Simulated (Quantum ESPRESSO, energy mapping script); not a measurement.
**Spin model of CoO from collinear orders**

How strongly do the moments of CoO couple under PBE+U (4 eV), QE, GBRV? The plan is to run several orders and fit a Heisenberg model.

Calculated with Quantum ESPRESSO 7.5; PBE with U = 4 eV on Co d, ortho-atomic projectors; plane waves, U on orthogonalised atomic orbitals unless named otherwise, collinear spin, no spin–orbit coupling.

This is a report of a sequence of runs, with most program output left out.

## 1. The structure

The structure is cubic, space group Fm-3m (No. 225). The conventional cell has a = 4.263 Å, b = 4.263 Å, c = 4.263 Å, α = 90.00°, β = 90.00°, γ = 90.00°. Nearest to Co lie 6 O at 2.13 Å. O has 6 Co at 2.13 Å nearest. Farther neighbours and most contacts between anions are not listed.

A Hubbard U penalises fractional filling of the shell. It raises the cost of virtual hops to the neighbours, so couplings that rest on such hops usually weaken. These runs use Quantum ESPRESSO.

## 2. Which atoms carry moments

One run in the crystal's own cell, under PBE with U = 2.62 eV on Co d, ortho-atomic projectors, Quantum ESPRESSO with GBRV potentials, shows which elements keep a moment. Transition or f elements with 0.3 μB or more enter the spin model; moments induced on other atoms do not.

File pw.in:

```
&control
  calculation = 'scf'
  prefix = 'pw'
  outdir = './tmp/'
  pseudo_dir = './pseudo/'
  verbosity = 'low'
/
&system
  ibrav = 0
  nat = 2
  ntyp = 2
  ecutwfc = 45
  ecutrho = 360
  nbnd = 21
  occupations = 'smearing'
  smearing = 'fd'
  degauss = 0.00367493
  nspin = 2
  starting_magnetization(1) = 0.1765
/
&electrons
  conv_thr = 5.0e-09
  electron_maxstep = 120
  mixing_beta = 0.3
  mixing_mode = 'plain'
/
ATOMIC_SPECIES
  Co 58.9332 Co.upf
  O 15.9990 O.upf
CELL_PARAMETERS angstrom
  0.00000000 2.13150000 2.13150000
  2.13150000 0.00000000 2.13150000
  2.13150000 2.13150000 0.00000000
ATOMIC_POSITIONS crystal
  Co 0.00000000 0.00000000 0.00000000
  O 0.50000000 0.50000000 0.50000000
K_POINTS automatic
  10 10 10 0 0 0
HUBBARD {ortho-atomic}
U Co-3d 2.62
```

Run with:

```console
$ OMP_NUM_THREADS=1 mpirun -n 8 pw.x -nk 8 -in pw.in > pw.out
```

Run time: 7.7 s. Hardware: 8 MPI ranks of Arm Neoverse N1, shared host; peak memory 0.5 GiB; 60 s of CPU time.

Spin moment in the sphere by atom:

```csv
atom,spin moment in the sphere (μB)
Co1,2.60
O2,0.29
```

The run ends ferromagnetic; Co carries the moments.

## 3. Order 1: parallel, cell A of 4 atoms

The parallel order is the zero of energy for this cell and mesh.

The potential files are GBRV's for PBE; pw.x takes the functional from them.

File pw.in:

```
&control
  calculation = 'scf'
  prefix = 'pw'
  outdir = './tmp/'
  pseudo_dir = './pseudo/'
  verbosity = 'low'
/
&system
  ibrav = 0
  nat = 4
  ntyp = 2
  ecutwfc = 45
  ecutrho = 360
  nbnd = 38
  occupations = 'smearing'
  smearing = 'fd'
  degauss = 0.00367493
  nspin = 2
  starting_magnetization(1) = 0.1765
/
&electrons
  conv_thr = 1.0e-08
  electron_maxstep = 120
  mixing_beta = 0.3
  mixing_mode = 'plain'
/
ATOMIC_SPECIES
  Co 58.9332 Co.upf
  O 15.9990 O.upf
CELL_PARAMETERS angstrom
  0.00000000 -2.13150000 -2.13150000
  0.00000000 2.13150000 -2.13150000
  4.26300000 0.00000000 0.00000000
ATOMIC_POSITIONS crystal
  Co 0.50000000 0.50000000 0.50000000
  Co 0.00000000 0.00000000 0.00000000
  O 0.50000000 0.50000000 0.00000000
  O 0.00000000 0.00000000 0.50000000
K_POINTS automatic
  10 10 7 0 0 0
HUBBARD {ortho-atomic}
U Co-3d 4
```

The job ended after 52 s (8 MPI ranks; peak memory 0.77 GiB).

Spin moment in the sphere by atom:

```csv
atom,spin moment in the sphere (μB)
Co1,2.62
Co2,2.62
O3,0.27
O4,0.27
```

The run ends ferromagnetic.

## 4. Order 2: compensated +−, cell A of 4 atoms

This order reverses 8 of the 12 neighbours at 3.01 Å, 0 of the 6 neighbours at 4.26 Å and 16 of the 24 neighbours at 5.22 Å, counted for an average magnetic atom.

pw.in: that of step 3 with these lines changed.

```diff
@@ -10,6 +10,6 @@
   nat = 4
-  ntyp = 2
+  ntyp = 3
   ecutwfc = 45
   ecutrho = 360
-  nbnd = 38
+  nbnd = 35
   occupations = 'smearing'
@@ -19,2 +19,3 @@
   starting_magnetization(1) = 0.1765
+  starting_magnetization(2) = -0.1765
 /
@@ -27,3 +28,4 @@
 ATOMIC_SPECIES
-  Co 58.9332 Co.upf
+  Co1 58.9332 Co.upf
+  Co2 58.9332 Co.upf
   O 15.9990 O.upf
@@ -34,4 +36,4 @@
 ATOMIC_POSITIONS crystal
-  Co 0.50000000 0.50000000 0.50000000
-  Co 0.00000000 0.00000000 0.00000000
+  Co1 0.50000000 0.50000000 0.50000000
+  Co2 0.00000000 0.00000000 0.00000000
   O 0.50000000 0.50000000 0.00000000
@@ -41,2 +43,3 @@
 HUBBARD {ortho-atomic}
-U Co-3d 4
+U Co1-3d 4
+U Co2-3d 4
```

Elapsed: 68 s, on 8 MPI ranks; peak memory 0.79 GiB.

Spin moment in the sphere by atom:

```csv
atom,spin moment in the sphere (μB)
Co1,2.35
Co2,-2.35
O3,-0.03
O4,0.03
```

The run ends antiferromagnetic, 32.74 meV a magnetic atom above the parallel order of its cell, a difference that unlike orbital or electronic states can set, not exchange alone (energies taken at zero occupation width, not the printed F).

## 5. Run 3 (parallel; cell B, 4 atoms)

The parallel order again, as the reference for this cell.

This run holds the same structure in another cell (c 4.263 → 5.221 Å, α 90.0 → 73.2°, β 90.0 → 73.2°, γ 90.0 → 60.0°).

File pw.in:

```
&control
  calculation = 'scf'
  prefix = 'pw'
  outdir = './tmp/'
  pseudo_dir = './pseudo/'
  verbosity = 'low'
/
&system
  ibrav = 0
  nat = 4
  ntyp = 2
  ecutwfc = 45
  ecutrho = 360
  nbnd = 38
  occupations = 'smearing'
  smearing = 'fd'
  degauss = 0.00367493
  nspin = 2
  starting_magnetization(1) = 0.1765
/
&electrons
  conv_thr = 1.0e-08
  electron_maxstep = 120
  mixing_beta = 0.3
  mixing_mode = 'plain'
/
ATOMIC_SPECIES
  Co 58.9332 Co.upf
  O 15.9990 O.upf
CELL_PARAMETERS angstrom
  0.00000000 -2.13150000 -2.13150000
  -2.13150000 0.00000000 -2.13150000
  2.13150000 2.13150000 -4.26300000
ATOMIC_POSITIONS crystal
  Co 0.50000000 0.50000000 0.50000000
  Co 0.00000000 0.00000000 0.00000000
  O 0.75000000 0.75000000 0.75000000
  O 0.25000000 0.25000000 0.25000000
K_POINTS automatic
  11 11 11 0 0 0
HUBBARD {ortho-atomic}
U Co-3d 4
```

It took 90 s on 8 MPI ranks; peak memory 0.92 GiB; 12 min of CPU time.

The run ends ferromagnetic. For each magnetic atom its energy differs from the parallel run of the first cell by 0.16 meV, an error that one common reference would have brought in.

## 6. Order 4: compensated +−, cell B of 4 atoms

This order reverses 6 of the 12 neighbours at 3.01 Å, 6 of the 6 neighbours at 4.26 Å and 12 of the 24 neighbours at 5.22 Å, counted for an average magnetic atom.

pw.in: that of step 5 with these lines changed.

```diff
@@ -10,6 +10,6 @@
   nat = 4
-  ntyp = 2
+  ntyp = 3
   ecutwfc = 45
   ecutrho = 360
-  nbnd = 38
+  nbnd = 35
   occupations = 'smearing'
@@ -19,2 +19,3 @@
   starting_magnetization(1) = 0.1765
+  starting_magnetization(2) = -0.1765
 /
@@ -27,3 +28,4 @@
 ATOMIC_SPECIES
-  Co 58.9332 Co.upf
+  Co1 58.9332 Co.upf
+  Co2 58.9332 Co.upf
   O 15.9990 O.upf
@@ -34,4 +36,4 @@
 ATOMIC_POSITIONS crystal
-  Co 0.50000000 0.50000000 0.50000000
-  Co 0.00000000 0.00000000 0.00000000
+  Co1 0.50000000 0.50000000 0.50000000
+  Co2 0.00000000 0.00000000 0.00000000
   O 0.75000000 0.75000000 0.75000000
@@ -41,2 +43,3 @@
 HUBBARD {ortho-atomic}
-U Co-3d 4
+U Co1-3d 4
+U Co2-3d 4
```

The job ended after 89 s (8 MPI ranks; peak memory 0.93 GiB).

The run ends antiferromagnetic, 33.94 meV a magnetic atom below the parallel order of its cell, a difference that unlike orbital or electronic states can set, not exchange alone (energies taken at zero occupation width, not the printed F).

## 7. Parallel start in cell C (6 atoms)

A new cell needs its own zero of energy.

File pw.in:

```
&control
  calculation = 'scf'
  prefix = 'pw'
  outdir = './tmp/'
  pseudo_dir = './pseudo/'
  verbosity = 'low'
/
&system
  ibrav = 0
  nat = 6
  ntyp = 2
  ecutwfc = 45
  ecutrho = 360
  nbnd = 55
  occupations = 'smearing'
  smearing = 'fd'
  degauss = 0.00367493
  nspin = 2
  starting_magnetization(1) = 0.1765
/
&electrons
  conv_thr = 1.5e-08
  electron_maxstep = 120
  mixing_beta = 0.3
  mixing_mode = 'plain'
/
ATOMIC_SPECIES
  Co 58.9332 Co.upf
  O 15.9990 O.upf
CELL_PARAMETERS angstrom
  0.00000000 -2.13150000 -2.13150000
  -4.26300000 0.00000000 0.00000000
  2.13150000 4.26300000 -2.13150000
ATOMIC_POSITIONS crystal
  Co 0.66666667 0.66666667 0.33333333
  Co 0.33333333 0.33333333 0.66666667
  Co 0.00000000 0.00000000 0.00000000
  O 0.66666667 0.16666667 0.33333333
  O 0.33333333 0.83333333 0.66666667
  O 0.00000000 0.50000000 0.00000000
K_POINTS automatic
  10 10 10 0 0 0
HUBBARD {ortho-atomic}
U Co-3d 4
```

The job ended after 5.9 min (8 MPI ranks; peak memory 1.5 GiB).

The run ends ferromagnetic. For each magnetic atom its energy differs from the parallel run of the first cell by 0.10 meV, an error that one common reference would have brought in.

## 8. Uncompensated ++− start in cell C (6 atoms)

This order reverses 6.67 of the 12 neighbours at 3.01 Å, 2.67 of the 6 neighbours at 4.26 Å and 8 of the 24 neighbours at 5.22 Å, counted for an average magnetic atom.

pw.in: that of step 7 with these lines changed.

```diff
@@ -10,6 +10,6 @@
   nat = 6
-  ntyp = 2
+  ntyp = 3
   ecutwfc = 45
   ecutrho = 360
-  nbnd = 55
+  nbnd = 52
   occupations = 'smearing'
@@ -19,2 +19,3 @@
   starting_magnetization(1) = 0.1765
+  starting_magnetization(2) = -0.1765
 /
@@ -27,3 +28,4 @@
 ATOMIC_SPECIES
-  Co 58.9332 Co.upf
+  Co1 58.9332 Co.upf
+  Co2 58.9332 Co.upf
   O 15.9990 O.upf
@@ -34,5 +36,5 @@
 ATOMIC_POSITIONS crystal
-  Co 0.66666667 0.66666667 0.33333333
-  Co 0.33333333 0.33333333 0.66666667
-  Co 0.00000000 0.00000000 0.00000000
+  Co1 0.66666667 0.66666667 0.33333333
+  Co1 0.33333333 0.33333333 0.66666667
+  Co2 0.00000000 0.00000000 0.00000000
   O 0.66666667 0.16666667 0.33333333
@@ -43,2 +45,3 @@
 HUBBARD {ortho-atomic}
-U Co-3d 4
+U Co1-3d 4
+U Co2-3d 4
```

The job ended after 5.1 min (8 MPI ranks; peak memory 1.5 GiB).

The run ends ferrimagnetic, 909.40 meV a magnetic atom below the parallel order of its cell, a difference that unlike orbital or electronic states can set, not exchange alone.

## 9. Parallel start in cell D (6 atoms)

This run holds the same structure in another cell (b 4.263 → 3.014 Å, c 5.221 → 6.740 Å, α 114.1 → 102.9°, β 106.8 → 102.9°).

File pw.in:

```
&control
  calculation = 'scf'
  prefix = 'pw'
  outdir = './tmp/'
  pseudo_dir = './pseudo/'
  verbosity = 'low'
/
&system
  ibrav = 0
  nat = 6
  ntyp = 2
  ecutwfc = 45
  ecutrho = 360
  nbnd = 55
  occupations = 'smearing'
  smearing = 'fd'
  degauss = 0.00367493
  nspin = 2
  starting_magnetization(1) = 0.1765
/
&electrons
  conv_thr = 1.5e-08
  electron_maxstep = 120
  mixing_beta = 0.3
  mixing_mode = 'plain'
/
ATOMIC_SPECIES
  Co 58.9332 Co.upf
  O 15.9990 O.upf
CELL_PARAMETERS angstrom
  0.00000000 2.13150000 2.13150000
  0.00000000 2.13150000 -2.13150000
  -6.39450000 -2.13150000 0.00000000
ATOMIC_POSITIONS crystal
  Co 0.00000000 0.00000000 0.00000000
  Co 0.33333333 0.33333333 0.66666667
  Co 0.66666667 0.66666667 0.33333333
  O 0.83333333 0.83333333 0.66666667
  O 0.16666667 0.16666667 0.33333333
  O 0.50000000 0.50000000 0.00000000
K_POINTS automatic
  10 10 10 0 0 0
HUBBARD {ortho-atomic}
U Co-3d 4
```

Run time: 2.5 min. Hardware: 8 MPI ranks; peak memory 1.2 GiB.

The run ends ferromagnetic. For each magnetic atom its energy differs from the parallel run of the first cell by 0.13 meV, an error that one common reference would have brought in.

## 10. Uncompensated ++− start in cell D (6 atoms)

This order reverses 5.33 of the 12 neighbours at 3.01 Å, 1.33 of the 6 neighbours at 4.26 Å and 16 of the 24 neighbours at 5.22 Å, counted for an average magnetic atom.

pw.in: that of step 9 with these lines changed.

```diff
@@ -10,6 +10,6 @@
   nat = 6
-  ntyp = 2
+  ntyp = 3
   ecutwfc = 45
   ecutrho = 360
-  nbnd = 55
+  nbnd = 52
   occupations = 'smearing'
@@ -19,2 +19,3 @@
   starting_magnetization(1) = 0.1765
+  starting_magnetization(2) = -0.1765
 /
@@ -27,3 +28,4 @@
 ATOMIC_SPECIES
-  Co 58.9332 Co.upf
+  Co1 58.9332 Co.upf
+  Co2 58.9332 Co.upf
   O 15.9990 O.upf
@@ -34,5 +36,5 @@
 ATOMIC_POSITIONS crystal
-  Co 0.00000000 0.00000000 0.00000000
-  Co 0.33333333 0.33333333 0.66666667
-  Co 0.66666667 0.66666667 0.33333333
+  Co1 0.00000000 0.00000000 0.00000000
+  Co1 0.33333333 0.33333333 0.66666667
+  Co2 0.66666667 0.66666667 0.33333333
   O 0.83333333 0.83333333 0.66666667
@@ -43,2 +45,3 @@
 HUBBARD {ortho-atomic}
-U Co-3d 4
+U Co1-3d 4
+U Co2-3d 4
```

Elapsed: 2.8 min, on 8 MPI ranks; peak memory 1.2 GiB; 23 min of CPU time.

The run ends ferrimagnetic, 175.23 meV a magnetic atom below the parallel order of its cell, a difference that unlike orbital or electronic states can set, not exchange alone (energies taken at zero occupation width, not the printed F).

## 11. Order 9: parallel, cell E of 6 atoms

This run holds the same structure in another cell (c 6.740 → 7.384 Å, α 102.9 → 90.0°, β 102.9 → 90.0°, γ 90.0 → 120.0°).

File pw.in:

```
&control
  calculation = 'scf'
  prefix = 'pw'
  outdir = './tmp/'
  pseudo_dir = './pseudo/'
  verbosity = 'low'
/
&system
  ibrav = 0
  nat = 6
  ntyp = 2
  ecutwfc = 45
  ecutrho = 360
  nbnd = 55
  occupations = 'smearing'
  smearing = 'fd'
  degauss = 0.00367493
  nspin = 2
  starting_magnetization(1) = 0.1765
/
&electrons
  conv_thr = 1.5e-08
  electron_maxstep = 120
  mixing_beta = 0.3
  mixing_mode = 'plain'
/
ATOMIC_SPECIES
  Co 58.9332 Co.upf
  O 15.9990 O.upf
CELL_PARAMETERS angstrom
  0.00000000 2.13150000 2.13150000
  -2.13150000 0.00000000 -2.13150000
  -4.26300000 -4.26300000 4.26300000
ATOMIC_POSITIONS crystal
  Co 0.00000000 0.00000000 0.00000000
  Co 0.33333333 0.66666667 0.66666667
  Co 0.66666667 0.33333333 0.33333333
  O 0.66666667 0.33333333 0.83333333
  O 0.00000000 0.00000000 0.50000000
  O 0.33333333 0.66666667 0.16666667
K_POINTS automatic
  11 11 4 0 0 0
HUBBARD {ortho-atomic}
U Co-3d 4
```

Wall time 1.7 min (8 MPI ranks); peak memory 1 GiB.

The run ends ferromagnetic. For each magnetic atom its energy differs from the parallel run of the first cell by 0.12 meV, an error that one common reference would have brought in.

## 12. Uncompensated ++− start in cell E (6 atoms)

This order reverses 4 of the 12 neighbours at 3.01 Å, 4 of the 6 neighbours at 4.26 Å and 12 of the 24 neighbours at 5.22 Å, counted for an average magnetic atom.

pw.in: that of step 11 with these lines changed.

```diff
@@ -10,6 +10,6 @@
   nat = 6
-  ntyp = 2
+  ntyp = 3
   ecutwfc = 45
   ecutrho = 360
-  nbnd = 55
+  nbnd = 52
   occupations = 'smearing'
@@ -19,2 +19,3 @@
   starting_magnetization(1) = 0.1765
+  starting_magnetization(2) = -0.1765
 /
@@ -27,3 +28,4 @@
 ATOMIC_SPECIES
-  Co 58.9332 Co.upf
+  Co1 58.9332 Co.upf
+  Co2 58.9332 Co.upf
   O 15.9990 O.upf
@@ -34,5 +36,5 @@
 ATOMIC_POSITIONS crystal
-  Co 0.00000000 0.00000000 0.00000000
-  Co 0.33333333 0.66666667 0.66666667
-  Co 0.66666667 0.33333333 0.33333333
+  Co1 0.00000000 0.00000000 0.00000000
+  Co1 0.33333333 0.66666667 0.66666667
+  Co2 0.66666667 0.33333333 0.33333333
   O 0.66666667 0.33333333 0.83333333
@@ -43,2 +45,3 @@
 HUBBARD {ortho-atomic}
-U Co-3d 4
+U Co1-3d 4
+U Co2-3d 4
```

Wall time 1.9 min (8 MPI ranks); peak memory 1.1 GiB; 15 min of CPU time.

The run ends ferrimagnetic, 24.47 meV a magnetic atom below the parallel order of its cell, a difference that unlike orbital or electronic states can set, not exchange alone (energies taken at zero occupation width, not the printed F).

## 13. From energies to couplings

Each energy difference is a sum of couplings weighted by the pairs that the order reverses. A few near shells are fitted to the differences by least squares. Energies are those extrapolated to zero occupation width, not the free energies F.

The orders side by side; each is measured from the parallel order in the same cell and on the same mesh:

```csv
order,atoms,energy (meV a magnetic atom),moments (μB),moments kept as typed,"opposed neighbours at 3.01, 4.26, 5.22 Å"
parallel in cell A,4,0.00,2.62,yes,"0, 0, 0"
compensated +− in cell A,4,32.74,2.35,yes,"8, 0, 16"
parallel in cell B,4,0.00,2.61,yes,"0, 0, 0"
compensated +− in cell B,4,-33.94,2.56,yes,"6, 6, 12"
parallel in cell C,6,0.00,2.61,yes,"0, 0, 0"
uncompensated ++− in cell C,6,-909.40,2.58 to 2.59,yes,"6.67, 2.67, 8"
parallel in cell D,6,0.00,2.61,yes,"0, 0, 0"
uncompensated ++− in cell D,6,-175.23,2.52 to 2.59,yes,"5.33, 1.33, 16"
parallel in cell E,6,0.00,2.61,yes,"0, 0, 0"
uncompensated ++− in cell E,6,-24.47,2.55 to 2.58,yes,"4, 4, 12"
```

The Heisenberg fit (each pair counts twice, positive J is ferromagnetic):

```csv
pair,distance (Å),neighbours,J (meV)
Co–Co,3.01,12,-62.5
Co–Co,4.26,6,-0.335
Co–Co,5.22,24,31.5
Co–Co,6.03,12,-43.3
```

## 14. Summary of results

* couplings: not to be trusted

**Reading.** The warning signs here (some orders are gapless and others have a gap; open shells started apart) can come from unlike orbital states, and these open shells were not started from one set of occupation matrices, so the fitted couplings are not taken as the crystal's.

[Logs and program files are shortened in this print: banners, set-up blocks, solver, clock and traceback lines can be left out without a mark of their own.]

[Logs are printed without paths, hosts, clocks, repeated set-up lines and the standing remarks that a program may print on its own settings, such as how far it seeks lower states.]

[Hosts, paths, dates, database ids (printed as entryN), source tags and the programs' standing remarks are cut or masked in the printed files.]

[Where a cell is said to come from a database of computed structures, the database is the Materials Project.]
